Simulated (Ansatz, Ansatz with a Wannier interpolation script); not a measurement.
Rows from a G0W0 calculation on K2NaRhF6 (Fm-3m) (Ansatz 0.2.0; G0W0 on LDA, plane waves, PAW; PAW set soft_1; 4×4×4 mesh, 609 empty bands, screening to 150 eV, PAW set soft_1 files), in eV. Spin-orbit coupling is left out.

```
row                        k  band  start       Σx  Σc at the solution      Vxc
  A  (0.000, -0.500, -0.500)    v3  4.545  -32.250               4.694  -26.223
  B  (0.000, -0.500, -0.500)    c1  6.572  -20.088              -4.348  -26.746
  C  (0.000, -0.500, -0.500)    v5  1.325  -31.057               5.926  -23.454
  D  (0.000, -0.500, -0.500)    v4  1.828  -31.995               6.213  -24.020
  E  (0.000, -0.500, -0.500)    v1  4.789  -33.097               4.789  -26.950
  F  (0.000, -0.500, -0.500)    c2  7.044  -21.648              -4.226  -28.334
```

Q: Work out each quasiparticle level and how far it moved.

The quasiparticle equation reads E = start + Σx + Σc(E) − Vxc.

```
row  E (eV)  shift (eV)
  A   3.212      −1.333
  B   8.881      +2.309
  C  -0.352      −1.677
  D   0.066      −1.763
  E   3.432      −1.357
  F   9.504      +2.460
```

Limits: not at the basis limit; no spin polarisation; d states lean on the start; no spin-orbit coupling.

[Paths, hosts, dates, memory and timing lines, banners, echoed tables and standing remarks are left out of the program output.]

[Logs are printed without paths, hosts, clocks, repeated set-up lines and the standing remarks that a program may print on its own settings, such as how far it seeks lower states.]

[Runs of the session that timed out or met a known fault of the program may be left out.]

[Hosts, paths, dates, database ids (printed as entryN), source tags and the programs' standing remarks are cut or masked in the printed files.]
